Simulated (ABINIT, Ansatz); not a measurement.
# LaBiS2O (P4/nmm): bands and cutoff in G0W0 with ABINIT

Aim: raise bands and screening cutoff together for LaBiS2O (P4/nmm) and follow gap and time.

Calculated with ABINIT 10.8.3; PBEsol and many-body steps on it, plane waves.

Report form: the programs' logs are mostly left out.

## 1. Set-up

The structure is tetragonal, space group P4/nmm (No. 129). Conventional cell: a = 4.055 Å, b = 4.055 Å, c = 14.173 Å, α = 90.00°, β = 90.00°, γ = 90.00°. Nearest to La lie 4 O at 2.38 Å and 4 S at 3.21 Å. Nearest to Bi lie 5 S at 2.52 to 2.88 Å. Nearest to S lie 4 Bi at 2.88 Å. Nearest to S lie 1 Bi at 2.52 Å and 4 La at 3.21 Å. Nearest to O lie 4 La at 2.38 Å. Farther neighbours and most contacts between anions are not listed.

The cell and positions are those that the Materials Project relaxed with its own functionals (PBE, PBE+U or r2SCAN), kept fixed. Spin-orbit coupling is left out unless a step names it.

## 2. Empty states on the mesh, 4×4×1 mesh, 253 bands

This step: ABINIT 10.8.3; DFT, PBEsol, plane waves, norm-conserving pseudopotentials.

The sums over transitions need many empty states on a uniform mesh; this step solves for them.

run.abi reads:

```
acell 3*1.0 Angstrom
rprim 
  4.055497000000 0.000000000000 0.000000000000
  0.000000000000 4.055497000000 0.000000000000
  0.000000000000 0.000000000000 14.173265000000
ntypat 4
znucl 57 83 16 8
natom 10
typat 1 1 2 2 3 3 3 3 4 4
xred 
  0.500000000000 0.000000000000 0.587742000000
  0.000000000000 0.500000000000 0.412258000000
  0.000000000000 0.500000000000 0.867775000000
  0.500000000000 0.000000000000 0.132225000000
  0.500000000000 0.000000000000 0.890020000000
  0.000000000000 0.500000000000 0.109980000000
  0.000000000000 0.500000000000 0.690201000000
  0.500000000000 0.000000000000 0.309799000000
  0.000000000000 0.000000000000 0.500000000000
  0.500000000000 0.500000000000 0.500000000000
pp_dirpath "pseudos"
pseudos "La.upf, Bi.upf, S.upf, O.upf"
ecut 50
ngkpt 4 4 1
nshiftk 1
shiftk 0 0 0
kptopt 1
chksymbreak 0
iscf -2
irdden 1
istwfk *1
nband 253
nbdbuf 22
tolwfr 1e-09
nstep 60
prtvol 0
indata_prefix "in"
outdata_prefix "out"
tmpdata_prefix "tmp"
```

Started as:

```
OMP_NUM_THREADS=1 mpirun -n 4 abinit run.abi > log
```

Run time: 11 min. Hardware: 4 MPI ranks of Arm Neoverse V2, shared host; peak memory 1.2 GiB.

This step gave:

- gap: 0.8512 eV
- k of the valence top: 0.5, 0, 0
- k of the conduction bottom: 0.5, 0, 0
- least direct gap: 0.8512 eV
- k points computed: 6
- lowest point of the top converged band, above the valence top: 40.85 eV

On this mesh the gap is 0.851 eV.

The density comes from a self-consistent run that is not shown.

## 3. Screening, 4×4×1 mesh, 67 bands, screening to 51.7 eV

The RPA dielectric matrix is built and inverted for each q.

This step: RPA screening on PBEsol, plane waves, norm-conserving pseudopotentials.

run.abi, as its differences from that of step 2:

```diff
@@ -28,10 +28,11 @@
 chksymbreak 0
-iscf -2
-irdden 1
 istwfk *1
-nband 253
-nbdbuf 22
-tolwfr 1e-09
-nstep 60
-prtvol 0
+occopt 1
+irdwfk 1
+optdriver 3
+nband 67
+ecuteps 1.9
+inclvkb 2
+awtr 1
+symchi 1
 indata_prefix "in"
```

The job ended after 84 s (4 MPI ranks; peak memory 4.9 GiB).

This step gave:

| Item | Value |
| --- | --- |
| ε∞ with local fields, on this mesh, along the program's q direction | 24.05 |
| the same without local fields | 25.89 |
| plasma frequency | 22.82 eV |
| plane waves in the screening matrix | 205 |

Local fields lower ε∞ by 7 %. On a Γ-centred mesh this coarse the value itself is usually too large, while a short band sum pulls it down.

## 4. 67 bands, 51.7 eV

The self-energy is evaluated for the states that the input lists, and the levels follow from it, in one-shot runs by the linearised quasiparticle equation.

This step: G0W0 on PBEsol, plane waves, norm-conserving pseudopotentials.

run.abi, as its differences from that of step 3:

```diff
@@ -31,8 +31,17 @@
 irdwfk 1
-optdriver 3
+optdriver 4
 nband 67
+gwcalctyp 0
+ecutsigx 50
+symsigma 1
+nkptgw 2
+kptgw 
+  0.5000000000 0.0000000000 0.0000000000
+  0.0000000000 0.0000000000 0.0000000000
+bdgw 
+  43 46
+  43 46
 ecuteps 1.9
-inclvkb 2
-awtr 1
-symchi 1
+irdscr 1
+ppmodel 1
 indata_prefix "in"
```

It took 16 s on 4 MPI ranks; peak memory 3.2 GiB; 62 s of CPU time.

This step gave:

- G0W0 gap on the points computed: 1.093 eV
- starting gap on the mesh: 0.8512 eV
- k of the valence top: 0.5, 0, 0
- k of the conduction bottom: 0.5, 0, 0
- Z at the valence top: 0.768
- Z at the conduction bottom: 0.791
- least direct G0W0 gap on the computed points: 1.093 eV

The gap on the mesh goes from 0.85 eV to 1.09 eV, a correction of +0.24 eV.

## 5. Screening, 4×4×1 mesh, 120 bands, screening to 98 eV

This step: RPA screening on PBEsol, plane waves, norm-conserving pseudopotentials.

run.abi, as its differences from that of step 4:

```diff
@@ -31,17 +31,8 @@
 irdwfk 1
-optdriver 4
-nband 67
-gwcalctyp 0
-ecutsigx 50
-symsigma 1
-nkptgw 2
-kptgw 
-  0.5000000000 0.0000000000 0.0000000000
-  0.0000000000 0.0000000000 0.0000000000
-bdgw 
-  43 46
-  43 46
-ecuteps 1.9
-irdscr 1
-ppmodel 1
+optdriver 3
+nband 120
+ecuteps 3.6
+inclvkb 2
+awtr 1
+symchi 1
 indata_prefix "in"
```

Elapsed: 4.8 min, on 4 MPI ranks; peak memory 6 GiB; 19 min of CPU time.

This step gave:

| Property | Result |
| --- | --- |
| ε∞ with local fields, on this mesh, along the program's q direction | 25.01 |
| the same without local fields | 27.40 |
| plasma frequency | 22.82 eV |
| plane waves in the screening matrix | 523 |

## 6. 120 bands, 98 eV

This step: G0W0 on PBEsol, plane waves, norm-conserving pseudopotentials.

run.abi, as its differences from that of step 5:

```diff
@@ -31,8 +31,17 @@
 irdwfk 1
-optdriver 3
+optdriver 4
 nband 120
+gwcalctyp 0
+ecutsigx 50
+symsigma 1
+nkptgw 2
+kptgw 
+  0.5000000000 0.0000000000 0.0000000000
+  0.0000000000 0.0000000000 0.0000000000
+bdgw 
+  43 46
+  43 46
 ecuteps 3.6
-inclvkb 2
-awtr 1
-symchi 1
+irdscr 1
+ppmodel 1
 indata_prefix "in"
```

It took 34 s on 4 MPI ranks; peak memory 3.7 GiB; 2.2 min of CPU time.

This step gave:

| Property | Result |
| --- | --- |
| G0W0 gap on the points computed | 0.9960 eV |
| starting gap on the mesh | 0.8512 eV |
| k of the valence top | 0.5, 0, 0 |
| k of the conduction bottom | 0.5, 0, 0 |
| Z at the valence top | 0.78 |
| Z at the conduction bottom | 0.799 |
| least direct G0W0 gap on the computed points | 0.9960 eV |

Against G0W0 in ABINIT (4×4×1 mesh, 67 bands, screening to 51.7 eV, Godby-Needs plasmon pole), the gap moves by −0.097 eV.

## 7. Screening, 4×4×1 mesh, 231 bands, screening to 149.7 eV

This step: RPA screening on PBEsol, plane waves, norm-conserving pseudopotentials.

run.abi, as its differences from that of step 6:

```diff
@@ -31,17 +31,8 @@
 irdwfk 1
-optdriver 4
-nband 120
-gwcalctyp 0
-ecutsigx 50
-symsigma 1
-nkptgw 2
-kptgw 
-  0.5000000000 0.0000000000 0.0000000000
-  0.0000000000 0.0000000000 0.0000000000
-bdgw 
-  43 46
-  43 46
-ecuteps 3.6
-irdscr 1
-ppmodel 1
+optdriver 3
+nband 231
+ecuteps 5.5
+inclvkb 2
+awtr 1
+symchi 1
 indata_prefix "in"
```

The job ended after 14 min (4 MPI ranks; peak memory 8.6 GiB; 55 min of CPU time).

Numbers from this step:

- ε∞ with local fields, on this mesh, along the program's q direction: 25.12
- the same without local fields: 27.47
- plasma frequency: 22.82 eV
- plane waves in the screening matrix: 949

## 8. 231 bands, 149.7 eV

This step: G0W0 on PBEsol, plane waves, norm-conserving pseudopotentials.

run.abi, as its differences from that of step 7:

```diff
@@ -31,8 +31,17 @@
 irdwfk 1
-optdriver 3
+optdriver 4
 nband 231
+gwcalctyp 0
+ecutsigx 50
+symsigma 1
+nkptgw 2
+kptgw 
+  0.5000000000 0.0000000000 0.0000000000
+  0.0000000000 0.0000000000 0.0000000000
+bdgw 
+  43 46
+  43 46
 ecuteps 5.5
-inclvkb 2
-awtr 1
-symchi 1
+irdscr 1
+ppmodel 1
 indata_prefix "in"
```

The job ended after 2.2 min (4 MPI ranks; peak memory 6 GiB; 8.8 min of CPU time).

Numbers from this step:

* G0W0 gap on the points computed: 1.048 eV
* starting gap on the mesh: 0.8512 eV
* k of the valence top: 0.5, 0, 0
* k of the conduction bottom: 0.5, 0, 0
* least direct G0W0 gap on the computed points: 1.048 eV

Against G0W0 in ABINIT (4×4×1 mesh, 120 bands, screening to 98 eV, Godby-Needs plasmon pole), the gap moves by +0.052 eV.

## 9. The runs together

Times are wall times on 4 MPI ranks of Arm Neoverse V2, shared host, good to a factor of about two. A run's time includes the screening step that it read.

| run | mesh | bands | screening cutoff (eV) | DFT gap (eV) | gap on the mesh (eV) | direct (eV) | ε∞ used | time |
| --- | --- | --- | --- | --- | --- | --- | --- | --- |
| 67 bands, 51.7 eV | 4×4×1 | 67 | 51.7 | 0.851 | 1.093 | 1.093 | 24.05 | 100 s |
| 120 bands, 98 eV | 4×4×1 | 120 | 98 | 0.851 | 0.996 | 0.996 | 25.01 | 5.4 min |
| 231 bands, 149.7 eV | 4×4×1 | 231 | 149.7 | 0.851 | 1.048 | 1.048 | 25.12 | 16 min |

## 10. Summary of results

```yaml
67_bands_51p7_ev: 1.093 eV
120_bands_98_ev: 0.996 eV
231_bands_149p7_ev: 1.048 eV
known_limits: not at the basis limit; exchange with frozen shells missing; mesh may overstate the screening; no spin-orbit coupling; coarse k mesh
```

What this shows: From the first rung to the last the gap moves by −0.04 eV for 9.6 times the time. The gap turns back along the series, so no limit is drawn from it. In the G0W0 runs levels were corrected at 2 k points alone, so a gap called «on the mesh» is the least over those, and an edge elsewhere would be missed. The 4×4×1 mesh is coarse for this cell, which bears on the long-range parts of exchange and screening. Where an edge is built on 6p states of lead, bismuth or thallium, scalar-relativistic gaps usually stand too wide, by a few tenths to over one eV. The norm-conserving file of at least one element keeps a d shell over frozen s and p shells of the same row. Exchange with those shells is missing from the self-energy, an error of 0.3 to 0.9 eV in cases checked, whose sign depends on which edge lies on those atoms. For the PBEsol start: The RPA ε∞ on this mesh reaches over 25; with a narrow direct gap a coarse mesh can overstate it, and the correction is then too small. The many-body steps are scalar-relativistic: spin-orbit coupling is not in them.

[Paths, hosts, dates, memory and timing lines, banners, echoed tables and standing remarks are left out of the program output.]

[Logs are printed without paths, hosts, clocks, repeated set-up lines and the standing remarks that a program may print on its own settings, such as how far it seeks lower states.]

[Runs of the session that timed out or met a known fault of the program may be left out.]

[Hosts, paths, dates, database ids (printed as entryN), source tags and the programs' standing remarks are cut or masked in the printed files.]

[G0W0 gaps are taken among the corrected bands and points alone; a level outside them can change the order at an edge.]

[Where Ansatz stands beside ABINIT at settings called matched, ABINIT's density can come from a denser mesh and the files from another edition; pairs whose starting gaps differed by over 0.03 eV were left out, so agreement reads better than it is.]
